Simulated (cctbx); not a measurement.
# Solving a structure by charge flipping

Cell a = 6.9030 Å, b = 6.9030 Å, c = 6.6610 Å, α = 90.00°, β = 90.00°, γ = 90.00°; space group P4_2/mnm (no. 136); content Zr8 Ni8 Ti4.

Simulated single-crystal data (cctbx): Ag Kα, λ = 0.56087 Å, to d = 0.6 Å, 80 % of the full sphere, strongest reflection 5000 counts, noise from counting, a 3 % proportional error and a noise floor of 2 counts (s.d.); no absorption.

Charge flipping in P1 on plain amplitudes to 0.8 Å, δ = 1.1 σ, 30 % of the reflections treated as weak, 450 cycles:

```text
cycle      R  skewness
    0  0.581     0.33
   37  0.319     3.11
   74  0.311     3.11
  111  0.295     3.06
  148  0.312     3.03
  185  0.298     3.08
  222  0.311     2.95
  259  0.307     3.03
  296  0.310     2.92
  333  0.292     2.94
  370  0.290     2.94
  407  0.301     2.95
  444  0.303     2.97
origin shift          correlation  skewness
 0.452  0.565 -0.002      0.948      3.64
 0.452  0.565  0.247      0.949      3.99
 0.452  0.565  0.498      0.948      3.64
 0.281  1.000  0.192      0.887      1.52
taken: symmetry correlation 0.949, skewness 3.99
peak      x       y       z  mult  height/sigma
Q1    0.1775  0.8225  0.0000    4     11.5
Q2    0.1589  0.8411  0.5000    4     11.4
Q3    0.1322  0.1322  0.2208    8      8.0
Q4    0.0000  0.5000  0.2500    4      4.3
Q5    0.0207  0.7868  0.0000    8      3.7
Q6    0.0000  0.0000  0.5000    2      1.9
Q7    0.0067  0.2325  0.2494   16      1.7
Q8    0.0139  0.7414  0.5000    8      1.6
Q9    0.0904  0.9096  0.3900    8      1.2
```

The origin is taken among those within 0.04 of the best correlation, by the skewness of the map.

Run time: 0.5 s on 1 thread of Arm Neoverse V2, with other jobs on the host, peak memory 0.07 GiB.

Q: Assign the peaks.

Heights go roughly as Z and multiplicities must add up to the content. First model: Q1 = Zr1 (4 in the cell, height 11.5), Q2 = Zr2 (4 in the cell, height 11.4), Q3 = Ni1 (8 in the cell, height 8.0) and Q4 = Ti1 (4 in the cell, height 4.3). Against the true structure, Q1 is Zr, Q2 is Zr, Q3 is Ni and Q4 is Ti; the other peaks are not atoms.

Least squares on F², isotropic:

```text
Rint 0.065, 447 unique reflections to 0.60 A
cycle     R1     wR2    GooF  max shift (A)
   1  0.2546  0.4963  12.614   0.10477
   2  0.0205  0.0460   1.169   0.00002
final R1 0.0205 wR2 0.0460 GooF 1.169  parameters 8  data/parameter 55.9
atom        x        y        z      Ueq    occ   su(xyz)  su(Uiso or U11)
Zr1    0.18311  0.81689  0.00000   0.0114  1.000  0.00005  0.0001
Zr2    0.14817  0.85183  0.50000   0.0107  1.000  0.00005  0.0001
Ni1    0.13313  0.13313  0.22388   0.0121  1.000  0.00009  0.0001
Ti1    0.00000  0.50000  0.25000   0.0127  1.000  0.00000  0.0002
difference map: max 2.76 min -1.95 rms 0.32
Q1    0.1415  0.7770  0.0000    8    2.81  0.40 A from Zr1
Q2    0.1404  0.8596  0.4439    8    1.62  0.38 A from Zr2
Q3    0.1276  0.1276  0.5000    4    1.46  1.84 A from Ni1
Q4    0.1275  0.1275  0.0655    8    1.10  1.06 A from Ni1
Q5    0.1196  0.1196  0.2860    8    1.06  0.43 A from Ni1
```

Anisotropic refinement:

```text
Rint 0.065, 447 unique reflections to 0.60 A
cycle     R1     wR2    GooF  max shift (A)
   1  0.0206  0.0460   1.180   0.00019
   2  0.0167  0.0368   0.943   0.00000
final R1 0.0167 wR2 0.0368 GooF 0.943  parameters 16  data/parameter 27.9
atom        x        y        z      Ueq    occ   su(xyz)  su(Uiso or U11)
Zr1    0.18313  0.81687  0.00000   0.0114  1.000  0.00004  0.0001
Zr2    0.14817  0.85183  0.50000   0.0107  1.000  0.00004  0.0001
Ni1    0.13313  0.13313  0.22391   0.0121  1.000  0.00007  0.0001
Ti1    0.00000  0.50000  0.25000   0.0127  1.000  0.00000  0.0002
difference map: max 1.35 min -1.22 rms 0.28
Q1    0.1312  0.1312  0.5000    4    1.43  1.81 A from Zr1
Q2    0.1326  0.1326  0.0689    8    1.07  1.03 A from Ni1
Q3    0.0349  0.8537  0.0597   16    0.96  1.13 A from Zr1
Q4    0.2019  0.7981  0.2167    8    0.91  1.45 A from Zr1
Q5    0.0000  0.0000  0.3828    4    0.89  1.64 A from Zr2
Q6    0.0936  0.9064  0.4348    8    0.87  0.69 A from Zr2
```

**Reading.** The refinement ends at R1 = 0.0167, wR2 = 0.0368, GooF = 0.94, with difference density between -1.22 and 1.35 e/Å³. Every site matches the true model in element, within 0.001 Å r.m.s., up to an allowed shift of origin.

True model:

| atom | mult. | x | y | z | Ueq (Å²) |
| --- | --- | --- | --- | --- | --- |
| Zr1 | 4 | 0.3519 | 0.6481 | 0 | 0.0105 |
| Zr2 | 4 | 0.8169 | 0.8169 | 0 | 0.0113 |
| Ni1 | 8 | 0.6331 | 0.6331 | 0.7239 | 0.0120 |
| Ti1 | 4 | 0 | 1/2 | 3/4 | 0.0125 |

This is a model crystal, built by substitution and not relaxed, with assumed displacement parameters.

[Middle refinement cycles are left out of these outputs.]

[Logs are printed without paths, hosts, clocks, repeated set-up lines and the standing remarks that a program may print on its own settings, such as how far it seeks lower states.]
